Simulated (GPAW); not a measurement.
# A 8-layer slab of Nb(100) in an electric field, part 2 of 3

How does a 8-layer slab of Nb(100) screen a perpendicular field?

GPAW 26.7.0; GPAW, PAW setups; slab in vacuum, relaxation (the session's first sound run).

So far, dipole along the normal (e·Å): step 2 (relaxing the atoms) 0.00750; step 3 (the slab's potential) 0.00739; step 4 (In a field) -0.185.

**5. Field on**

Input file run.py:

```python
import json
import numpy as np
from ase import Atoms
from gpaw import GPAW, PW
from gpaw.external import ConstantElectricField

slab = Atoms(
    ['Nb', 'Nb', 'Nb', 'Nb', 'Nb', 'Nb', 'Nb', 'Nb'],
    positions=[
        [1.65000, 1.65000, 7.00000],
        [0.00000, 0.00000, 8.65000],
        [1.65000, 1.65000, 10.30000],
        [0.00000, 0.00000, 11.95000],
        [1.65000, 1.65000, 13.56884],
        [0.00000, -0.00000, 15.26870],
        [1.65000, 1.65000, 16.92196],
        [0.00000, 0.00000, 18.37482]],
    cell=[[3.3, 0.0, 0.0], [0.0, 3.3, 0.0], [0.0, 0.0, 25.55]],
    pbc=[True, True, False])

slab.calc = GPAW(mode=PW(400), xc='PBE', kpts={'size': (10, 10, 1), 'gamma': True},
                 occupations={'name': 'fermi-dirac', 'width': 0.1}, nbands='160%',
                 convergence={'density': 1e-05}, maxiter=200,
                 poissonsolver={'dipolelayer': 'xy'},
                 external=ConstantElectricField(-0.1, [0, 0, 1]),
                 symmetry={'tolerance': 1e-3}, txt='slab.txt')
result = {}
energy = slab.get_potential_energy()
fermi = slab.calc.get_fermi_level()
v = slab.calc.get_electrostatic_potential().mean((0, 1)) - fermi
n = slab.calc.get_pseudo_density().mean((0, 1))
L = slab.cell[2, 2]
z = np.arange(len(v)) * L / len(v)
low, high = slab.positions[:, 2].min(), slab.positions[:, 2].max()
below, above = np.interp([low - 4.8, high + 4.8], z, v)
slopes = [np.interp(x, z, np.gradient(v, z)) for x in (low - 4.8, high + 4.8)]
eps = np.array([[slab.calc.get_eigenvalues(k, s) for k in range(len(slab.calc.get_ibz_k_points()))]
                for s in range(slab.calc.get_number_of_spins())]) - fermi
top, bottom = eps[eps < 0].max(), eps[eps > 0].min()
dipole = slab.get_dipole_moment()[2]
print(f'energy {energy:.4f} eV, Fermi level {fermi:.4f} eV, dipole {dipole:.5f} e A')
print(f'potential 4.8 A off the faces, from the Fermi level: lower {below:.4f} eV, upper {above:.4f} eV')
print(f'slope of the potential there: lower {slopes[0]:.5f}, upper {slopes[1]:.5f} eV/A')
print(f'nearest levels on the mesh: {top:.4f} and {bottom:.4f} eV')
print('magnetic moment', round(slab.get_magnetic_moment(), 3))
result.update(energy=energy, fermi=fermi, dipole=dipole, below=below, above=above, slopes=slopes, edges=[top, bottom],
              z=z.tolist(), v=v.tolist(), n=n.tolist(), positions=slab.positions.tolist(),
              forces=slab.get_forces(apply_constraint=False).tolist(), moments=slab.get_magnetic_moments().tolist())
json.dump(result, open('result.json', 'w'))
```

Command:

```bash
$ OMP_NUM_THREADS=1 OPENBLAS_NUM_THREADS=1 python run.py
```

The log of the run:

```text
energy -79.4274 eV, Fermi level 4.3024 eV, dipole -0.08874 e A
potential 4.8 A off the faces, from the Fermi level: lower 2.9316 eV, upper 4.4057 eV
slope of the potential there: lower -0.00290, upper 0.00387 eV/A
nearest levels on the mesh: -0.0045 and 0.0344 eV
magnetic moment 0.0
```

It took 7.4 min on 1 thread of Intel Xeon 6975P-C (Granite Rapids), shared host; peak memory 0.66 GiB.

Numbers from this step:

```yaml
dipole_along_the_normal: -0.08874 e·Å
levels_nearest_the_fermi_level_on_the_mesh: -0.004467, 0.03445 eV from the Fermi level
potential_below_the_slab_the_applied_field_s_own_ramp_left_out: 2.932 eV from the Fermi level
potential_above_the_slab_the_applied_field_s_own_ramp_left_out: 4.406 eV from the Fermi level
```

The electrostatic potential energy of an electron (without an applied field's), less the Fermi level, planar mean oscillates, so the rows of the table below give means over windows of 1.6 Å about each position, cut where the curve ends. Its maxima inside the range that stand out by 2 % of the span (Å: eV): 7.9: -6.85, 9.5: -6.68, 11.2: -6.55, 12.8: -6.68, 14.4: -5.58, 16.1: -6.01, 17.7: -8.89, 24.8: 4.41. Its minima: 7.0: -18.0, 8.6: -17.4, 10.3: -17.3, 11.9: -17.1, 13.5: -16.9, 15.2: -16.8, 16.9: -16.8, 18.3: -17.0.

Table of electrostatic potential energy of an electron (without an applied field's), less the Fermi level, planar mean by z; means over each step:

```
z (Å)  electrostatic potential energy of an electron (without an applied field's), less the Fermi level, planar mean (eV)
 0.80                                                                                                                3.02
 2.40                                                                                                                2.93
 4.00                                                                                                                2.83
 5.60                                                                                                              0.0807
 7.20                                                                                                               -12.1
 8.80                                                                                                               -11.9
10.40                                                                                                               -11.8
12.00                                                                                                               -11.7
13.60                                                                                                               -11.4
15.20                                                                                                               -11.3
16.80                                                                                                               -11.6
18.40                                                                                                               -11.2
20.00                                                                                                                2.59
21.60                                                                                                                4.34
23.20                                                                                                                4.40
24.80                                                                                                                4.36
```

Force by atom:

```
atom  x (eV/Å)  y (eV/Å)  z (eV/Å)  size
 Nb1      0.00      0.00      1.13  1.13
 Nb2      0.00      0.00     -1.00  1.00
 Nb3      0.00      0.00     -0.48  0.48
 Nb4      0.00      0.00      0.35  0.35
 Nb5      0.00      0.00     -0.01  0.01
 Nb6      0.00      0.00      0.01  0.01
 Nb7      0.00      0.00      0.00  0.00
 Nb8      0.00      0.00      0.00  0.00
```

The dipole is now -0.0887 e Å, against 0.0074 in the run without a field.

**6. In a field**

run.py: that of step 5 with these lines changed.

```diff
@@ -24,3 +24,3 @@
                  poissonsolver={'dipolelayer': 'xy'},
-                 external=ConstantElectricField(-0.1, [0, 0, 1]),
+                 external=ConstantElectricField(-0.05, [0, 0, 1]),
                  symmetry={'tolerance': 1e-3}, txt='slab.txt')
```

The log of the run:

```text
energy -79.4242 eV, Fermi level 4.3008 eV, dipole -0.04066 e A
potential 4.8 A off the faces, from the Fermi level: lower 3.3348 eV, upper 4.0103 eV
slope of the potential there: lower -0.00318, upper 0.00341 eV/A
nearest levels on the mesh: -0.0045 and 0.0344 eV
magnetic moment 0.0
```

Run time: 7.3 min. Hardware: 1 thread; peak memory 0.66 GiB.

The electrostatic potential energy of an electron (without an applied field's), less the Fermi level, planar mean oscillates, so the rows of the table below give means over windows of 1.6 Å about each position, cut where the curve ends. Its maxima inside the range that stand out by 2 % of the span (Å: eV): 7.9: -6.60, 9.5: -6.52, 11.2: -6.47, 12.8: -6.68, 14.4: -5.66, 16.1: -6.17, 17.7: -9.13. Its minima: 7.0: -17.7, 8.6: -17.2, 10.3: -17.2, 11.9: -17.0, 13.5: -16.9, 15.2: -16.9, 16.9: -17.0, 18.3: -17.3.

Electrostatic potential energy of an electron (without an applied field's), less the Fermi level, planar mean against z; means over each step:

```
z (Å)  electrostatic potential energy of an electron (without an applied field's), less the Fermi level, planar mean (eV)
 0.80                                                                                                                3.38
 2.40                                                                                                                3.33
 4.00                                                                                                                3.23
 5.60                                                                                                               0.442
 7.20                                                                                                               -11.8
 8.80                                                                                                               -11.7
10.40                                                                                                               -11.7
12.00                                                                                                               -11.7
13.60                                                                                                               -11.4
15.20                                                                                                               -11.4
16.80                                                                                                               -11.8
18.40                                                                                                               -11.5
20.00                                                                                                                2.23
21.60                                                                                                                3.95
23.20                                                                                                                4.01
24.80                                                                                                                3.99
```

**7. In a field**

run.py: that of step 6 with these lines changed.

```diff
@@ -24,3 +24,3 @@
                  poissonsolver={'dipolelayer': 'xy'},
-                 external=ConstantElectricField(-0.05, [0, 0, 1]),
+                 external=ConstantElectricField(0.05, [0, 0, 1]),
                  symmetry={'tolerance': 1e-3}, txt='slab.txt')
```

The log of the run:

```text
energy -79.4252 eV, Fermi level 4.2960 eV, dipole 0.05559 e A
potential 4.8 A off the faces, from the Fermi level: lower 4.1467 eV, upper 3.2238 eV
slope of the potential there: lower -0.00400, upper 0.00270 eV/A
nearest levels on the mesh: -0.0044 and 0.0344 eV
magnetic moment 0.0
```

It took 8.3 min on 1 thread; peak memory 0.66 GiB.

The electrostatic potential energy of an electron (without an applied field's), less the Fermi level, planar mean oscillates, so the rows of the table below give means over windows of 1.6 Å about each position, cut where the curve ends. Its maxima inside the range that stand out by 2 % of the span (Å: eV): 0.5: 4.15, 7.9: -6.11, 9.5: -6.19, 11.2: -6.31, 12.8: -6.68, 14.4: -5.82, 16.1: -6.50, 17.7: -9.62. Its minima: 7.0: -17.1, 8.6: -16.8, 10.3: -17.0, 11.9: -17.0, 13.5: -17.0, 15.2: -17.1, 16.9: -17.5, 18.3: -17.8.

Table of electrostatic potential energy of an electron (without an applied field's), less the Fermi level, planar mean by z; means over each step:

```
z (Å)  electrostatic potential energy of an electron (without an applied field's), less the Fermi level, planar mean (eV)
 0.80                                                                                                                4.09
 2.40                                                                                                                4.14
 4.00                                                                                                                4.03
 5.60                                                                                                                1.17
 7.20                                                                                                               -11.3
 8.80                                                                                                               -11.3
10.40                                                                                                               -11.5
12.00                                                                                                               -11.6
13.60                                                                                                               -11.5
15.20                                                                                                               -11.6
16.80                                                                                                               -12.2
18.40                                                                                                               -12.1
20.00                                                                                                                1.51
21.60                                                                                                                3.17
23.20                                                                                                                3.22
24.80                                                                                                                3.26
```

**8. Field on**

run.py: that of step 7 with these lines changed.

```diff
@@ -24,3 +24,3 @@
                  poissonsolver={'dipolelayer': 'xy'},
-                 external=ConstantElectricField(0.05, [0, 0, 1]),
+                 external=ConstantElectricField(0.1, [0, 0, 1]),
                  symmetry={'tolerance': 1e-3}, txt='slab.txt')
```

The log of the run:

```text
energy -79.4292 eV, Fermi level 4.2929 eV, dipole 0.10365 e A
potential 4.8 A off the faces, from the Fermi level: lower 4.5541 eV, upper 2.8329 eV
slope of the potential there: lower -0.00445, upper 0.00241 eV/A
nearest levels on the mesh: -0.0044 and 0.0343 eV
magnetic moment 0.0
```

It took 6.1 min on 1 thread; peak memory 0.66 GiB.

The electrostatic potential energy of an electron (without an applied field's), less the Fermi level, planar mean oscillates, so the rows of the table below give means over windows of 1.6 Å about each position, cut where the curve ends. Its maxima inside the range that stand out by 2 % of the span (Å: eV): 0.5: 4.56, 7.9: -5.87, 9.5: -6.02, 11.2: -6.23, 12.8: -6.68, 14.4: -5.90, 16.1: -6.67, 17.7: -9.86. Its minima: 7.0: -16.8, 8.6: -16.6, 10.3: -16.8, 11.9: -16.9, 13.5: -17.0, 15.2: -17.3, 16.9: -17.7, 18.3: -18.1.

The electrostatic potential energy of an electron (without an applied field's), less the Fermi level, planar mean by z; means over each step:

```
z (Å)  electrostatic potential energy of an electron (without an applied field's), less the Fermi level, planar mean (eV)
 0.80                                                                                                                4.46
 2.40                                                                                                                4.55
 4.00                                                                                                                4.43
 5.60                                                                                                                1.53
 7.20                                                                                                               -11.0
 8.80                                                                                                               -11.1
10.40                                                                                                               -11.4
12.00                                                                                                               -11.5
13.60                                                                                                               -11.6
15.20                                                                                                               -11.7
16.80                                                                                                               -12.4
18.40                                                                                                               -12.4
20.00                                                                                                                1.15
21.60                                                                                                                2.78
23.20                                                                                                                2.83
24.80                                                                                                                2.89
```

The dipole is now 0.104 e Å, against 0.0074 in the run without a field.

**9. Field on**

run.py: that of step 8 with these lines changed.

```diff
@@ -24,3 +24,3 @@
                  poissonsolver={'dipolelayer': 'xy'},
-                 external=ConstantElectricField(0.1, [0, 0, 1]),
+                 external=ConstantElectricField(0.2, [0, 0, 1]),
                  symmetry={'tolerance': 1e-3}, txt='slab.txt')
```

The log of the run:

```text
energy -79.4447 eV, Fermi level 4.2845 eV, dipole 0.19991 e A
potential 4.8 A off the faces, from the Fermi level: lower 5.3754 eV, upper 2.0557 eV
slope of the potential there: lower -0.00570, upper 0.00195 eV/A
nearest levels on the mesh: -0.0042 and 0.0343 eV
magnetic moment 0.0
```

Elapsed: 8 min, on 1 thread; peak memory 0.67 GiB.

The dipole is now 0.200 e Å, against 0.0074 in the run without a field.

(Continued in part 3 of 3.)

[Logs are printed without paths, hosts, clocks, repeated set-up lines and the standing remarks that a program may print on its own settings, such as how far it seeks lower states.]

[Hosts, paths, dates, database ids (printed as entryN), source tags and the programs' standing remarks are cut or masked in the printed files.]
